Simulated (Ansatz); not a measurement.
Rows from a G0W0 calculation on ZnSnN2 (Pna2_1) (Ansatz 0.2.0; G0W0 on PBE, plane waves, PAW; PAW set soft_1; 2×2×4 mesh, 901 empty bands, screening to 150 eV, PAW set soft_1 files), in eV. Spin-orbit coupling is left out.

```csv
row,k,band,start,Σx,Σc at the solution,Vxc
A,Γ,v2,9.783,-25.861,3.595,-21.853
B,Γ,v1,9.822,-25.762,3.546,-21.813
C,Γ,c3,13.502,-11.463,-4.746,-16.644
D,Γ,c2,12.615,-10.690,-4.557,-15.585
E,Γ,c1,10.018,-11.863,-3.294,-15.324
F,Γ,v3,9.740,-24.865,3.098,-21.409
```

Question: Give the quasiparticle energies and the shift of each level.

The quasiparticle equation reads E = start + Σx + Σc(E) − Vxc.

```csv
row,E (eV),shift (eV)
A,9.371,−0.412
B,9.418,−0.404
C,13.937,+0.436
D,12.954,+0.338
E,10.185,+0.167
F,9.382,−0.358
```

The gap over the computed points goes from 0.20 eV to 0.77 eV.

Limits: not at the basis limit; screening runs away on this mesh; d shell near the gap, gap tends to lie low; no spin-orbit coupling; coarse k mesh.

[Paths, hosts, dates, memory and timing lines, banners, echoed tables and standing remarks are left out of the program output.]

[Logs are printed without paths, hosts, clocks, repeated set-up lines and the standing remarks that a program may print on its own settings, such as how far it seeks lower states.]

[Runs of the session that timed out or met a known fault of the program may be left out.]

[Cells called generated may have been cut or substituted from an entry of the Crystallography Open Database or the Materials Project.]

[Hosts, paths, dates, database ids (printed as entryN), source tags and the programs' standing remarks are cut or masked in the printed files.]
